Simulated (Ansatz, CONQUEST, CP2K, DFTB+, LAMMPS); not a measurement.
# Running liquid K(F,Br) at 1200 K (94 atoms) with CP2K, part 2 of 2

Wanted: CP2K inputs and outputs for liquid K(F,Br) at 1200 K (94 atoms), checked against a plane-wave reference.

Program: CP2K 2026.2; the method stands at each step. Banners, paths, timers and routine set-up lines are dropped from the logs unmarked, and long logs keep their key lines alone; longer cuts are marked.

So far. Step 2 (PBE, DZVP-MOLOPT-SR, 600/50 Ry, OT DIIS): Forces lie 22 % from the reference's, at 6.9 times its CPU time (on 1 against 4 cores).

### Step 3. PBE, DZVP-MOLOPT-SR, 600/50 Ry, diagonalisation

Method: Kohn-Sham DFT, PBE, GTH-PBE pseudopotentials, Gaussian and plane waves, DZVP-MOLOPT-SR-GTH, diagonalisation.

File input.inp:

```
&GLOBAL
  PROJECT cell
  RUN_TYPE ENERGY_FORCE
  PRINT_LEVEL LOW
&END GLOBAL
&FORCE_EVAL
  METHOD QS
  STRESS_TENSOR ANALYTICAL
  &DFT
    BASIS_SET_FILE_NAME BASIS_MOLOPT
    POTENTIAL_FILE_NAME GTH_POTENTIALS
    &MGRID
      CUTOFF 600
      REL_CUTOFF 50
      NGRIDS 5
    &END MGRID
    &QS
      EPS_DEFAULT 1.0E-12
    &END QS
    &SCF
      SCF_GUESS ATOMIC
      EPS_SCF 1.0E-06
      MAX_SCF 200
      ADDED_MOS 14
      &DIAGONALIZATION
        ALGORITHM STANDARD
      &END DIAGONALIZATION
      &SMEAR ON
        METHOD FERMI_DIRAC
        ELECTRONIC_TEMPERATURE [K] 580
      &END SMEAR
      &MIXING
        METHOD BROYDEN_MIXING
        ALPHA 0.3
        NBROYDEN 8
      &END MIXING
      &PRINT
        &RESTART OFF
        &END RESTART
      &END PRINT
    &END SCF
    &XC
      &XC_FUNCTIONAL PBE
      &END XC_FUNCTIONAL
    &END XC
    &PRINT
      &MULLIKEN ON
      &END MULLIKEN
      &HIRSHFELD ON
        SHAPE_FUNCTION DENSITY
      &END HIRSHFELD
      &MO ON
        EIGENVALUES T
        OCCUPATION_NUMBERS T
        MO_INDEX_RANGE 365 388
        &EACH
          QS_SCF 0
        &END EACH
        ADD_LAST NUMERIC
      &END MO
    &END PRINT
  &END DFT
  &SUBSYS
    &CELL
      A 15.65030 0.00000 0.00000
      B 0.00000 15.65030 0.00000
      C 0.00000 0.00000 15.65030
    &END CELL
    &TOPOLOGY
      COORD_FILE_NAME structure.xyz
      COORD_FILE_FORMAT XYZ
    &END TOPOLOGY
    &KIND K
      BASIS_SET DZVP-MOLOPT-SR-GTH-q9
      POTENTIAL GTH-PBE-q9
    &END KIND
    &KIND F
      BASIS_SET DZVP-MOLOPT-SR-GTH-q7
      POTENTIAL GTH-PBE-q7
    &END KIND
    &KIND Br
      BASIS_SET DZVP-MOLOPT-SR-GTH-q7
      POTENTIAL GTH-PBE-q7
    &END KIND
  &END SUBSYS
  &PRINT
    &FORCES ON
    &END FORCES
    &STRESS_TENSOR ON
    &END STRESS_TENSOR
  &END PRINT
&END FORCE_EVAL
```

File structure.xyz:

```xyz
94

K 2.76103 0.33241 8.01358
K 12.24918 7.11510 2.73661
K 3.96563 3.18296 9.44323
K 15.20630 5.07351 14.22393
K 2.79405 0.26277 4.65596
K 6.99553 15.26045 11.42754
K 6.54558 1.92311 6.94576
K 11.71675 9.38768 10.71138
K 11.44945 1.16610 8.43395
K 4.71872 2.93490 1.34733
K 11.30625 0.72617 12.05433
K 12.30552 2.36867 2.85305
K 6.85734 9.68409 11.21845
K 3.07231 12.61430 0.27341
K 0.79394 1.18582 0.57280
K 12.80805 15.44904 5.26523
K 12.25262 6.06371 11.42801
K 5.28245 10.00258 5.29152
K 14.46526 9.90680 15.15669
K 9.68190 9.16873 14.01766
[... 70 atom lines left out ...]
Br 0.01737 1.92640 7.41198
Br 1.99354 12.83638 7.13685
Br 9.25027 10.51184 9.38439
Br 8.25851 11.84884 4.79525
```

Command:

```
$ OMP_NUM_THREADS=1 cp2k.psmp -i input.inp > output.txt
```

Numbers of over 12 decimals in the logs are rounded to 6 here.

What it wrote:

```text
CP2K| version string:                                       CP2K version 2026.2
 CP2K| Input file name                                                 input.inp
 GLOBAL| Basis set file name                                        BASIS_MOLOPT
 GLOBAL| Potential file name                                      GTH_POTENTIALS
 GLOBAL| Run type                                                   ENERGY_FORCE
 GLOBAL| Total number of message passing processes                             1
 GLOBAL| Number of threads for this process                                    1
[... lines left out ...]
                        Smear method:                                FERMI_DIRAC
[... lines left out ...]
 Number of electrons:                                                        752
[... lines left out ...]
  Step     Update method      Time    Convergence         Total energy    Change
[... lines left out ...]
  *** SCF run converged in    22 steps ***
[... lines left out ...]
  Fermi energy:                                                 0.035255
  Total energy:                                             -2158.813820
  Total energy (extrapolated to T->0):                      -2158.813820
[... lines left out ...]
 MO| E(Fermi):            0.035255 a.u.          0.959324 eV
[... lines left out ...]
     94       Br     3       7.000          7.322                        -0.322
  Total Charge                                                           -0.000
 !-----------------------------------------------------------------------------!
 ENERGY| Total FORCE_EVAL ( QS ) energy [hartree]          -2158.813851
 FORCES| Atomic forces [hartree/bohr]
 FORCES|   Atom     x               y               z               |f|
 FORCES|      1 -9.70055788E-04  1.09429621E-02 -7.73508398E-03   1.34358085E-02
 FORCES|      2 -2.99450368E-03  8.84798884E-04 -7.66561495E-03   8.27717185E-03
 FORCES|      3  7.79208514E-03  1.01490791E-02 -3.46854613E-03   1.32571192E-02
[...]
FORCES|     93 -4.22015835E-03 -5.43789362E-03  1.05615685E-03   6.96389911E-03
 FORCES|     94 -1.24158724E-02  5.29050390E-04  4.57015980E-03   1.32408513E-02
 FORCES| Sum     7.31542517E-03  1.91279230E-02  4.34027566E-03
 FORCES| Total atomic force                                       2.09339646E-02
 STRESS| Analytical stress tensor [bar]
 STRESS|                        x                   y                   z
 STRESS|      x       -2.13865877698E+03  -1.06780940350E+03  -3.78095565137E+02
 STRESS|      y       -1.06780940350E+03  -5.44154958702E+03   5.75370338296E+01
 STRESS|      z       -3.78095565137E+02   5.75370338296E+01  -3.65264810054E+03
 STRESS| 1/3 Trace                                            -3.74428548818E+03
```

Run time: 14 min. Hardware: 1 thread of Intel Xeon Platinum 8259CL at 2.50GHz (Skylake/Cascade Lake), shared host; peak memory 8.9 GiB.

Numbers from this run, and their distance from the reference:

- r.m.s. force component: 0.312 eV/Å
- r.m.s. difference of force components: 63.47 meV/Å
- longest difference of force vectors: 314.3 meV/Å
- force difference over r.m.s. force: 22.5 %
- slope of forces against the reference's: 1.086
- correlation of force components: 0.9823
- gap (highest filled to lowest empty level): 3.04 eV
- gap difference: -0.0353 eV
- pressure: -0.3744 GPa
- pressure difference: 0.0875 GPa
- energy less the same-level run's: -0.0003 meV/atom
- r.m.s. force difference from the same-level run: 0.018 meV/Å

Against the first run (22 %), the force difference from the reference is 22 %, at 0.65 times the CPU time (22 SCF steps against 39): another solver or mixer reaches the same state.

The difference per atom is largest on F (0.23 eV/Å on average, against 0.042 on K). The forces add up to 1.1 eV/Å instead of zero, usually a sign of too coarse a grid.

### Step 4. The ladder

Differences are against the plane-wave reference, forces as r.m.s. over components; share is that over the reference's r.m.s. force, slope the least-squares factor from reference forces to these. Total energies of different programs have different zeros and aren't compared.

```csv
run,"Δ force, r.m.s. (meV/Å)",share (%),slope,Δ pressure (GPa),Δ gap (eV),cores,CPU time,memory (GiB)
reference,-,-,-,-,-,4,3 min,4.8
"CP2K PBE, DZVP-MOLOPT-SR, 600/50 Ry, OT DIIS",63.5,22.5,1.086,0.0875,-0.0353,1,21 min,4.6
"CP2K PBE, DZVP-MOLOPT-SR, 600/50 Ry, diagonalisation",63.5,22.5,1.086,0.0875,-0.0353,1,14 min,8.9
```

CPU time is summed over cores on a shared host, where runs went side by side, so it is rough. Symmetry, cutoffs, thresholds, outputs and thread counts weren't matched or tuned between programs; memory under MPI is the largest rank's times the ranks.

Mean charges by element (e), by run and scheme:

```csv
run,scheme,K,F,Br
reference,Löwdin,+0.80,-0.80,-0.69
"CP2K PBE, DZVP-MOLOPT-SR, 600/50 Ry, OT DIIS",Mulliken,+0.65,-0.70,-0.61
"CP2K PBE, DZVP-MOLOPT-SR, 600/50 Ry, OT DIIS",Hirshfeld,+0.35,-0.45,-0.29
"CP2K PBE, DZVP-MOLOPT-SR, 600/50 Ry, diagonalisation",Mulliken,+0.65,-0.70,-0.61
"CP2K PBE, DZVP-MOLOPT-SR, 600/50 Ry, diagonalisation",Hirshfeld,+0.35,-0.45,-0.29
```

The reference's Löwdin charges lack the electrons that the projection spills, 0.034 e an atom on average.

Within one program, basis, potentials and functional, energies share a zero. Each run against its twin at the usual cutoff or grid and solver:

```csv
run,twin,Δ energy (meV/atom),"Δ force, r.m.s. (meV/Å)",CPU time over the twin's
"CP2K PBE, DZVP-MOLOPT-SR, 600/50 Ry, diagonalisation","DZVP-MOLOPT-SR, 600/50 Ry, OT DIIS",-3.0e-4,0.018,0.65
```

### Step 5. Summary of results

```yaml
nearest_in_forces: a tie at 22 % of 2 runs: CP2K PBE, DZVP-MOLOPT-SR, 600/50 Ry, OT DIIS; CP2K PBE, DZVP-MOLOPT-SR, 600/50 Ry, diagonalisation
```

The PBE runs in local orbitals differ by 22 % in each run; basis, grid and potentials can all enter. None of the electronic-structure runs in the table takes under half the reference's CPU time of 3 min; they take 4.5 to 6.9 times as much. At the same functional, the gap of these runs lies 0.04 eV below the reference's 3.08 eV. Charges hang on scheme and program or settings: among these rows the mean for K runs from +0.35 to +0.80 e. The frame stands for 1200 K, but pressures are static and levels are smeared at 580 K. The network of bonds at the start is that of the classical potential that made the cell, and needn't be the one that DFT or experiment would give. The ion parameters were fitted for water, not for melts, so the starting structure of this cell may lie well off the real melt's. The electronic-structure runs sample only Γ, in a cell whose shortest periodic width is 16 Å.

[Also dropped from logs without a mark: logging warnings of Python, and SIESTA's first energy breakdown and zero terms.]

[Logs are printed without paths, hosts, clocks, repeated set-up lines and the standing remarks that a program may print on its own settings, such as how far it seeks lower states.]

[Hosts, paths, dates, database ids (printed as entryN), source tags and the programs' standing remarks are cut or masked in the printed files.]
